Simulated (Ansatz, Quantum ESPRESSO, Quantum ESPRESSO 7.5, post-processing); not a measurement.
## 1T-GeF2, 1 layer in an electric field

How does 1T-GeF2, 1 layer respond to a gate-like field without added charge?

Main program and level: Quantum ESPRESSO 7.5; plane-wave DFT, LDA, GBRV ultrasoft pseudopotentials (geometry and cross-check by Ansatz 0.2.0 with PAW datasets; geometry under PBE).

This is a report of a sequence of runs, with most program output left out.

## (1) The structure

The cell holds 3 atoms: 2 F and 1 Ge. Cell: a = 2.413 Å, b = 2.413 Å, c = 19.051 Å, α = 90.0°, β = 90.0°, γ = 120.0°. It derives from GeF2. Vacuum lies along c.

This sheet is a model structure: its symmetry is held, and its stability is not tested here.

## (2) Relaxation with Ansatz

The geometry comes first, from a plane-wave PAW code, so that the later runs on this slab share one structure.

Contents of input.yaml:

```yaml
crystal:
  lattice:
    - [2.41304, 0.0, 0.0]
    - [-1.20652, 2.0897539403, 0.0]
    - [0.0, 0.0, 19.0513208618]
  atoms:
    - { symbol: F, position: [0.6666666667, 0.3333333333, 0.4461632903] }
    - { symbol: Ge, position: [0.0, 0.0, 0.5] }
    - { symbol: F, position: [0.3333333333, 0.6666666667, 0.5538367097] }
kpoints:
  mp_grid: { grid: [12, 12, 1] }
hamiltonian:
  xc: pbe
scf:
  occupations: { method: fermi_dirac, width: 0.05 }
  convergence: { dr2_threshold: 1.0e-08 }
efield:
  axis: 3
  dipole_correction: true
  ramp_position: 0.97
  ramp_width: 0.04
relax:
  f_tol: 0.01
  cell: { fix: [c, alpha, beta] }
output:
  write_potential: true
  write_density: true
  volumetric_format: npy
```

Run with:

```console
ansatz run input.yaml --threads 2 --pin off --max-ram 4096MiB --backend cpu --events-out ev --progress --plain --runs-dir out
```

The job ended after 79 s (2 threads of Arm Neoverse V2, shared host; peak memory 0.42 GiB; 2.6 min of CPU time).

The steps of the relaxation (22 of 25):

```csv
step,energy less that of the first step (eV),largest force component (eV/Å),pressure (GPa),volume (Å³)
1,0.0000,21.3925,73.67,96.07
2,-8.5080,10.9211,36.79,105.85
3,-12.4293,3.5804,13.84,116.04
4,-13.3168,1.3117,4.63,126.58
6,-13.4842,0.0857,-0.54,132.80
7,-13.4850,0.0113,-0.72,132.65
8,-13.4850,0.0001,-0.69,132.63
9*,-14.0706,0.0355,4.48,132.63
10,-14.4533,0.0658,3.25,143.71
11,-14.7296,0.1968,1.68,155.45
12,-14.8706,0.1769,0.12,167.59
14,-14.8817,0.0235,-0.20,172.53
15,-14.8815,0.0002,-0.28,172.65
16*,-15.1905,0.0018,1.86,172.65
17,-15.3549,0.0217,1.16,185.19
18,-15.4267,0.0471,0.22,198.42
19,-15.4234,0.0127,-0.16,203.83
20,-15.4258,0.0055,-0.06,202.77
22,-15.5229,0.0126,0.18,207.84
23,-15.5223,0.0278,0.05,212.50
24,-15.5226,0.0035,0.00,212.36
25*,-15.5323,0.0029,0.02,212.36
```

Relaxation steps marked * repeat the geometry before them on a plane-wave basis chosen anew for their cell, so energy and pressure can jump there. Other such steps can lie between the rows shown.

Forces are held to the 6 operations that the run works with; a distortion that breaks them can't arise in this run.

```csv
cell as run,before,after,change
a (Å),2.413,3.588,+48.7 %
b (Å),2.413,3.588,+48.7 %
```

The atoms that moved most (Å, along periodic axes as changes of fractional coordinates times the final cell, across vacuum about the mean position):

```csv
atom,dx,dy,dz,length
F3,0.000,0.000,-0.045,0.045
F1,0.000,0.000,0.045,0.045
```

The relaxed structure:

```cif
data_structure
_symmetry_space_group_name_H-M 'P 1'
_symmetry_Int_Tables_number 1
_cell_length_a 3.5876
_cell_length_b 3.5876
_cell_length_c 19.0513
_cell_angle_alpha 90.000
_cell_angle_beta 90.000
_cell_angle_gamma 120.000
_cell_volume 212.36
loop_
_atom_site_label
_atom_site_type_symbol
_atom_site_fract_x
_atom_site_fract_y
_atom_site_fract_z
_atom_site_occupancy
F1 F 0.66667 0.33333 0.44854 1
Ge2 Ge 0.00000 0.00000 0.50000 1
F3 F 0.33333 0.66667 0.55146 1
```

Numbers from this step:

| Item | Value |
| --- | --- |
| free energy | -5911.7116 eV |
| Fermi energy | -3.168 eV |
| gap by band count | 2.693 eV |
| symmetry operations | 6 |
| dipole along the normal | 3.25e-5 e·Å |
| vacuum level at the upper face over a Fermi level inside the gap | 5.496 eV |
| vacuum level at the lower face over a Fermi level inside the gap | 5.497 eV |

## (3) Self-consistent run: no field

The zero-field run is the reference. tefield and dipfield are on already, so that all runs share k-points and boundary.

Level of this step: plane-wave DFT, LDA, GBRV ultrasoft pseudopotentials (Quantum ESPRESSO 7.5).

Contents of f0.in:

```
&control
  prefix = 'f0'
  outdir = './out'
  pseudo_dir = './pseudo'
  calculation = 'scf'
  tprnfor = .true.
  tefield = .true.
  dipfield = .true.
/
&system
  ibrav = 0
  nat = 3
  ntyp = 2
  ecutwfc = 40
  ecutrho = 200
  occupations = 'smearing'
  smearing = 'fd'
  degauss = 0.004
  edir = 3
  emaxpos = 0.97
  eopreg = 0.04
  eamp = 0.0
/
&electrons
  conv_thr = 1e-09
  mixing_beta = 0.4
  electron_maxstep = 120
  mixing_mode = 'plain'
/
ATOMIC_SPECIES
  F   18.9984  f_lda_v1.4.uspp.F.UPF
  Ge  72.6300  ge_lda_v1.4.uspp.F.UPF
CELL_PARAMETERS angstrom
  3.58762482374139 -0.00000000000000 0.00000000000000
  -1.79381241187069 3.10697423660771 -0.00000000000000
  0.00000000000000 -0.00000000000000 19.05132086180000
ATOMIC_POSITIONS crystal
  F   0.666666666667 0.333333333333 0.448541342292
  Ge  0.000000000000 0.000000000000 0.500000067619
  F   0.333333333333 0.666666666667 0.551458590089
K_POINTS automatic
  12 12 1 0 0 0
```

Run with:

```console
OMP_NUM_THREADS=1 mpirun -n 2 pw.x -nk 2 -in f0.in > f0.out
```

Elapsed: 75 s, on 2 MPI ranks; peak memory 0.5 GiB; 2.5 min of CPU time.

This step gave:

```
free energy                          : -4221.3808 eV
Fermi energy                         : -3.637 eV
dipole along the normal              : 0 e·Å
valence top, on the run's zero       : -4.971 eV
conduction bottom, on the run's zero : -2.342 eV
gap by band count                    : 2.629 eV
```

The run needed 11 iterations to bring the estimated error under 1e-09 Ry; the largest force on any atom, held or free, is 0.45 eV/Å.

## (4) Potential by pp.x

plot_num = 11 writes the bare and Hartree potential. It leaves out exchange and correlation, which fade slowly, so it flattens close to the surface.

Contents of f0.pot.in:

```
&inputpp
  prefix = 'f0'
  outdir = './out'
  filplot = 'f0.pot.dat'
  plot_num = 11
/
```

Run with:

```console
OMP_NUM_THREADS=1 mpirun -n 2 pp.x -in f0.pot.in > f0.pot.out
```

Wall time 0.98 s (2 MPI ranks); peak memory 0.14 GiB; 1.8 s of CPU time.

Read from the output:

```
slope of the potential above                                          : 8.10e-6 eV/Å
upper vacuum line continued to the top atoms, over the valence top    : 7.276 eV
slope of the potential below                                          : -6.45e-6 eV/Å
lower vacuum line continued to the bottom atoms, over the valence top : 7.276 eV
vacuum level at the upper face over the valence top of the mesh       : 7.276 eV
vacuum level at the lower face over the valence top of the mesh       : 7.276 eV
```

The vacuum is flat to 0.1 meV/Å, so its level is well defined. Inside the slab the curve depends on the local part of the pseudopotentials; only the vacuum level has a meaning of its own.

## (5) Bands along a path: no field

The density is frozen and the levels are solved along a path.

f0.bands.in, as its differences from the input of step 3:

```diff
@@ -1,7 +1,6 @@
 &control
-  prefix = 'f0'
+  prefix = 'f0.bands'
   outdir = './out'
   pseudo_dir = './pseudo'
-  calculation = 'scf'
-  tprnfor = .true.
+  calculation = 'bands'
   tefield = .true.
@@ -22,8 +21,9 @@
   eamp = 0.0
+  nbnd = 20
 /
 &electrons
-  conv_thr = 1e-09
+  conv_thr = 1e-07
   mixing_beta = 0.4
   electron_maxstep = 120
-  mixing_mode = 'plain'
+  mixing_mode = 'local-TF'
 /
@@ -40,3 +40,7 @@
   F   0.333333333333 0.666666666667 0.551458590089
-K_POINTS automatic
-  12 12 1 0 0 0
+K_POINTS crystal_b
+4
+  0.0000000000 0.0000000000 0.0000000000 14
+  0.5000000000 0.0000000000 0.0000000000 14
+  0.3333333333 0.3333333333 0.0000000000 14
+  0.0000000000 0.0000000000 0.0000000000 1
```

Run with:

```console
cp -r out/f0.save out/f0.bands.save
cp out/f0.xml out/f0.bands.xml
OMP_NUM_THREADS=1 mpirun -n 2 pw.x -nk 2 -in f0.bands.in > f0.bands.out
```

Wall time 24 s (2 MPI ranks); peak memory 0.16 GiB.

Band numbers count within the set of bands kept for display. The electronic bands at the labelled points (eV, zero at the highest filled level of the SCF mesh; v1 is the highest filled band, c1 the lowest empty one):

```csv
point,v4,v3,v2,v1,c1,c2,c3,c4
Γ,-3.31,-3.31,-2.68,-1.93,2.63,6.30,6.30,6.76
halfway,-3.22,-3.04,-2.58,-0.95,3.51,5.15,6.69,7.76
M,-3.04,-2.99,-2.72,-0.32,3.80,5.46,7.03,9.23
halfway,-3.45,-2.78,-2.65,-0.16,4.31,5.43,6.51,9.57
K,-3.73,-2.66,-2.66,0.00,5.06,5.61,5.61,10.46
halfway,-3.28,-3.00,-2.57,-0.74,3.83,4.98,6.67,8.06
Γ,-3.31,-3.31,-2.68,-1.93,2.63,6.30,6.30,6.76
```

Along this path the valence top lies at K and the conduction bottom at Γ.

## (6) Self-consistent run: field 0.1 V/Å

eamp is the field in Hartree atomic units (1 a.u. = 51.42 V/Å). With dipfield on, it is the field in the vacuum beside an isolated sheet. The run starts from the density of the one before.

f1.in, as its differences from the input of step 3:

```diff
@@ -1,3 +1,3 @@
 &control
-  prefix = 'f0'
+  prefix = 'f1'
   outdir = './out'
@@ -21,3 +21,3 @@
   eopreg = 0.04
-  eamp = 0.0
+  eamp = 0.00194469
 /
@@ -28,2 +28,3 @@
   mixing_mode = 'plain'
+  startingpot = 'file'
 /
```

Run with:

```console
cp -r out/f0.save out/f1.save
OMP_NUM_THREADS=1 mpirun -n 2 pw.x -nk 2 -in f1.in > f1.out
```

Run time: 56 s. Hardware: 2 MPI ranks; peak memory 0.33 GiB.

Numbers from this step:

```
free energy                          : -4221.3815 eV
Fermi energy                         : -3.408 eV
dipole along the normal              : 0.01576 e·Å
valence top, on the run's zero       : -4.954 eV
conduction bottom, on the run's zero : -2.326 eV
```

The dipole goes from 0.0000 to 0.0158 e Å, 0.1576 e Å per V/Å.

## (7) Electrostatic potential

Contents of f1.pot.in:

```
&inputpp
  prefix = 'f1'
  outdir = './out'
  filplot = 'f1.pot.dat'
  plot_num = 11
/
```

Run with:

```console
OMP_NUM_THREADS=1 mpirun -n 2 pp.x -in f1.pot.in > f1.pot.out
```

It took 0.97 s on 2 MPI ranks; peak memory 0.14 GiB.

This step gave:

* slope of the potential above: 0.1000 eV/Å
* upper vacuum line continued to the top atoms, over the valence top: 7.246 eV
* slope of the potential below: 0.09999 eV/Å
* lower vacuum line continued to the bottom atoms, over the valence top: 7.306 eV

The slope in the vacuum is 0.100 eV/Å for an applied 0.10 V/Å, as it should be.

## (8) Ground state: field 0.2 V/Å

f2.in, as its differences from the input of step 6:

```diff
@@ -1,3 +1,3 @@
 &control
-  prefix = 'f1'
+  prefix = 'f2'
   outdir = './out'
@@ -21,3 +21,3 @@
   eopreg = 0.04
-  eamp = 0.00194469
+  eamp = 0.00388938
 /
```

Run with:

```console
cp -r out/f0.save out/f2.save
OMP_NUM_THREADS=1 mpirun -n 2 pw.x -nk 2 -in f2.in > f2.out
```

The job ended after 61 s (2 MPI ranks; peak memory 0.5 GiB).

This step gave:

* free energy: -4221.3839 eV
* Fermi energy: -3.463 eV
* dipole along the normal: 0.03152 e·Å
* valence top, on the run's zero: -4.939 eV
* conduction bottom, on the run's zero: -2.311 eV
* gap by band count: 2.628 eV

The dipole goes from 0.0000 to 0.0315 e Å, 0.1576 e Å per V/Å.

## (9) Potential by pp.x

Contents of f2.pot.in:

```
&inputpp
  prefix = 'f2'
  outdir = './out'
  filplot = 'f2.pot.dat'
  plot_num = 11
/
```

Run with:

```console
OMP_NUM_THREADS=1 mpirun -n 2 pp.x -in f2.pot.in > f2.pot.out
```

Elapsed: 0.97 s, on 2 MPI ranks; peak memory 0.14 GiB; 1.8 s of CPU time.

Numbers from this step:

* slope of the potential above: 0.2000 eV/Å
* upper vacuum line continued to the top atoms, over the valence top: 7.217 eV
* slope of the potential below: 0.2000 eV/Å
* lower vacuum line continued to the bottom atoms, over the valence top: 7.337 eV

The slope in the vacuum is 0.200 eV/Å for an applied 0.20 V/Å, as it should be.

## (10) Band structure: field 0.2 V/Å

f2.bands.in, as its differences from the input of step 5:

```diff
@@ -1,3 +1,3 @@
 &control
-  prefix = 'f0.bands'
+  prefix = 'f2.bands'
   outdir = './out'
@@ -20,3 +20,3 @@
   eopreg = 0.04
-  eamp = 0.0
+  eamp = 0.00388938
   nbnd = 20
```

Run with:

```console
cp -r out/f2.save out/f2.bands.save
cp out/f2.xml out/f2.bands.xml
OMP_NUM_THREADS=1 mpirun -n 2 pw.x -nk 2 -in f2.bands.in > f2.bands.out
```

Run time: 25 s. Hardware: 2 MPI ranks; peak memory 0.16 GiB.

Band numbers count within the set of bands kept for display. The electronic bands at the labelled points (eV, zero at the highest filled level of the SCF mesh; v1 is the highest filled band, c1 the lowest empty one):

```csv
point,v4,v3,v2,v1,c1,c2,c3,c4
Γ,-3.30,-3.30,-2.68,-1.93,2.63,6.16,6.30,6.30
halfway,-3.22,-3.03,-2.58,-0.95,3.51,5.15,6.69,7.14
M,-3.04,-2.99,-2.71,-0.32,3.80,5.46,7.03,9.19
halfway,-3.45,-2.79,-2.65,-0.16,4.31,5.43,6.51,9.52
K,-3.73,-2.69,-2.64,0.00,5.06,5.61,5.61,10.28
halfway,-3.28,-3.00,-2.57,-0.74,3.83,4.98,6.67,7.45
Γ,-3.30,-3.30,-2.68,-1.93,2.63,6.16,6.30,6.30
```

Upper empty bands that drop with the field can be states of the vacuum, held by the sawtooth; they depend on the cell's width.

Along this path the valence top lies at K and the conduction bottom at Γ.

## (11) SCF with pw.x: field 0.4 V/Å

f3.in, as its differences from the input of step 8:

```diff
@@ -1,3 +1,3 @@
 &control
-  prefix = 'f2'
+  prefix = 'f3'
   outdir = './out'
@@ -21,3 +21,3 @@
   eopreg = 0.04
-  eamp = 0.00388938
+  eamp = 0.00777876
 /
```

Run with:

```console
cp -r out/f0.save out/f3.save
OMP_NUM_THREADS=1 mpirun -n 2 pw.x -nk 2 -in f3.in > f3.out
```

The job ended after 62 s (2 MPI ranks; peak memory 0.33 GiB).

Numbers from this step:

| Quantity | Value |
| --- | --- |
| free energy | -4221.3934 eV |
| Fermi energy | -3.623 eV |
| dipole along the normal | 0.06308 e·Å |
| valence top, on the run's zero | -4.909 eV |
| conduction bottom, on the run's zero | -2.285 eV |
| gap by band count | 2.624 eV |

The dipole goes from 0.0000 to 0.0631 e Å, 0.1577 e Å per V/Å.

## (12) Electrostatic potential

Contents of f3.pot.in:

```
&inputpp
  prefix = 'f3'
  outdir = './out'
  filplot = 'f3.pot.dat'
  plot_num = 11
/
```

Run with:

```console
OMP_NUM_THREADS=1 mpirun -n 2 pp.x -in f3.pot.in > f3.pot.out
```

Run time: 0.99 s. Hardware: 2 MPI ranks; peak memory 0.14 GiB; 1.8 s of CPU time.

This step gave:

| Quantity | Value |
| --- | --- |
| slope of the potential above | 0.4000 eV/Å |
| upper vacuum line continued to the top atoms, over the valence top | 7.161 eV |
| slope of the potential below | 0.4000 eV/Å |
| lower vacuum line continued to the bottom atoms, over the valence top | 7.400 eV |

The slope in the vacuum is 0.400 eV/Å for an applied 0.40 V/Å, as it should be.

Each curve counts from the valence top of its own run.

The runs together. Potential energy against z:

```csv
z (Å),potential at 0 V/Å (eV),potential at 0.1 V/Å (eV),potential at 0.2 V/Å (eV),potential at 0.4 V/Å (eV)
0,7.28,6.86,6.45,5.63
1,7.28,6.55,5.83,4.38
2,7.28,6.65,6.03,4.78
3,7.28,6.75,6.23,5.18
4,7.28,6.85,6.43,5.58
5,7.28,6.95,6.63,5.98
6,7.27,7.05,6.83,6.38
7,7.22,7.09,6.97,6.72
8,4.80,4.76,4.71,4.63
9,-4.40,-4.41,-4.41,-4.42
10,-4.59,-4.58,-4.58,-4.57
11,4.25,4.29,4.33,4.41
12,7.21,7.33,7.45,7.70
13,7.27,7.49,7.71,8.16
14,7.28,7.60,7.92,8.56
15,7.28,7.70,8.12,8.96
16,7.28,7.80,8.32,9.36
17,7.28,7.90,8.52,9.76
18,7.28,8.00,8.72,10.2
```

## (13) Band structure: field 0.4 V/Å

f3.bands.in, as its differences from the input of step 10:

```diff
@@ -1,3 +1,3 @@
 &control
-  prefix = 'f2.bands'
+  prefix = 'f3.bands'
   outdir = './out'
@@ -20,3 +20,3 @@
   eopreg = 0.04
-  eamp = 0.00388938
+  eamp = 0.00777876
   nbnd = 20
```

Run with:

```console
cp -r out/f3.save out/f3.bands.save
cp out/f3.xml out/f3.bands.xml
OMP_NUM_THREADS=1 mpirun -n 2 pw.x -nk 2 -in f3.bands.in > f3.bands.out
```

Wall time 25 s (2 MPI ranks); peak memory 0.16 GiB; 50 s of CPU time.

Band numbers count within the set of bands kept for display. The electronic bands at the labelled points (eV, zero at the highest filled level of the SCF mesh; v1 is the highest filled band, c1 the lowest empty one):

```csv
point,v4,v3,v2,v1,c1,c2,c3,c4
Γ,-3.27,-3.27,-2.69,-1.92,2.62,5.18,6.30,6.30
halfway,-3.22,-3.03,-2.57,-0.95,3.50,5.14,6.16,6.69
M,-3.05,-2.98,-2.70,-0.32,3.80,5.46,7.03,8.94
halfway,-3.45,-2.80,-2.63,-0.16,4.31,5.43,6.51,9.25
K,-3.73,-2.71,-2.61,0.00,5.05,5.61,5.61,10.02
halfway,-3.28,-3.00,-2.56,-0.74,3.82,4.98,6.48,6.67
Γ,-3.27,-3.27,-2.69,-1.92,2.62,5.18,6.30,6.30
```

Upper empty bands that drop with the field can be states of the vacuum, held by the sawtooth; they depend on the cell's width.

Along this path the valence top lies at K and the conduction bottom at Γ.

## (14) Valence density

The density shows how far the electrons spill into the vacuum.

Contents of f0.rho.in:

```
&inputpp
  prefix = 'f0'
  outdir = './out'
  filplot = 'f0.rho.dat'
  plot_num = 0
/
```

Run with:

```console
OMP_NUM_THREADS=1 mpirun -n 2 pp.x -in f0.rho.in > f0.rho.out
```

The job ended after 1 s (2 MPI ranks; peak memory 0.14 GiB; 1.8 s of CPU time).

Read from the output:

```
electrons by integration : 28.00 e
```

The valence density, planar mean oscillates, so the rows of the table below give means over windows of 1 Å about each position, cut where the curve ends. Its maxima inside the range that stand out by 2 % of the span (Å: e/Å³): 8.6: 0.863, 9.5: 1.75, 10.5: 0.863. Its minima: 9.0: 0.557, 10.1: 0.557.

Mean over planes. Table of valence density, planar mean by z; means over each step:

```csv
z (Å),"valence density, planar mean (e/Å³)"
5,5.3e-6
6,1.8e-4
7,0.00701
8,0.313
9,0.893
10,0.935
11,0.355
12,0.00866
13,2.1e-4
14,6.4e-6
```

Valence density in the ca plane at fractional y = 0.000, with atoms of Ge within 0.2 Å of it. It is the smooth field of the valence electrons, not physical close to the nuclei.

Ten steps, logarithmic in the rise over the least value, from '0' (0 e/Å³) to '9' (33 e/Å³), each cell a mean:
```
00000000000000000000014885100000000000000000
00000000000000000000011332100000000000000000
00000000000000000000001111000000000000000000
00000000000000000000000000000000000000000000
00000000000000000000000000000000000000000000
00000000000000000000000000000000000000000000
00000000000000000000001121000000000000000000
00000000000000000000012563100000000000000000
00000000000000000000015996200000000000000000
```
Columns run along c (16.0 Å, from fractional 0.05 to 0.89 of the cell), rows up along a (3.6 Å). Atoms in or near the plane, at fractional coordinates: Ge at (0.50, 0.00).

The density integrates to 28.000 electrons, as the 28 of the input ask.

## (15) Valence density

Contents of f2.rho.in:

```
&inputpp
  prefix = 'f2'
  outdir = './out'
  filplot = 'f2.rho.dat'
  plot_num = 0
/
```

Run with:

```console
OMP_NUM_THREADS=1 mpirun -n 2 pp.x -in f2.rho.in > f2.rho.out
```

It took 0.98 s on 2 MPI ranks; peak memory 0.14 GiB.

## (16) Charge moved by a field of 0.2 V/Å

Numbers from this step:

| Quantity | Value |
| --- | --- |
| largest charge moved across a plane | 9.99e-4 e/Å² |
| dipole step | -0.5117 eV |

The planar mean oscillates, so the rows of the table below give means over windows of 1 Å about each position, cut where the curve ends. Its maxima inside the range that stand out by 2 % of the span (Å: e/Å³): 7.9: 5.8e-4, 8.6: 7.3e-4, 10.8: -4.0e-4. Its minima: 8.3: 3.9e-4, 10.5: -7.3e-4, 11.1: -5.8e-4.

The planar mean by z; means over each step:

```csv
z (Å),planar mean (e/Å³)
4,6.3e-8
5,9.9e-7
6,1.5e-5
7,1.6e-4
8,4.9e-4
9,3.4e-4
10,-3.1e-4
11,-5.1e-4
12,-1.7e-4
13,-1.5e-5
14,-9.5e-7
15,-5.2e-8
```

Table of running integral, electrons below z by z:

```csv
z (Å),"running integral, electrons below z (e/Å²)"
4.5,7.7e-8
5.0,3.1e-7
5.5,1.2e-6
6.0,4.8e-6
6.5,1.8e-5
7.0,6.3e-5
7.5,1.9e-4
8.0,4.5e-4
8.5,7.0e-4
9.0,9.7e-4
9.5,1.0e-3
10.0,9.5e-4
10.5,6.6e-4
11.0,4.1e-4
11.5,1.7e-4
12.0,5.1e-5
12.5,1.4e-5
13.0,3.5e-6
13.5,8.5e-7
14.0,2.0e-7
14.5,4.7e-8
```

## (17) Polarisability from the dipole between 0 and 0.1 V/A

Read from the output:

* change of slope in the vacuum: 0.10000 eV/Å
* polarisability a cell: 2.269 Å³
* sheet polarisability 4πα/A: 2.558 Å

The change of the potential energy, second field less first by z:

z (Å), change of the potential energy, second field less first (eV) and a bar from the least value:
```
        0     -0.412 ######
        1     -0.724 
        2     -0.624 ##
        3     -0.524 ####
        4     -0.424 ######
        5     -0.324 ########
        6     -0.225 ##########
        7     -0.126 ############
        8     -0.044 ##############
        9     -0.006 ###############
       10      0.005 ###############
       11      0.041 ################
       12      0.122 ##################
       13      0.220 ####################
       14      0.320 ######################
       15      0.420 ########################
       16      0.520 ##########################
       17      0.620 ############################
       18      0.720 ##############################
```

## (18) Dipole against field

Table of dipole along the normal, dipole moment by applied field:

```csv
applied field (V/Å),"dipole along the normal, dipole moment (e·Å)"
0.000,0
0.100,0.0158
0.200,0.0315
0.400,0.0631
```

(Continued in part 2 of 2.)

[Logs are printed without paths, hosts, clocks, repeated set-up lines and the standing remarks that a program may print on its own settings, such as how far it seeks lower states.]

[Hosts, paths, dates, database ids (printed as entryN), source tags and the programs' standing remarks are cut or masked in the printed files.]

[Maps of the electrostatic potential energy from Ansatz leave out the sawtooth potential of an applied field or a dipole correction, so their vacuum need not be flat; planar profiles and work functions include it.]
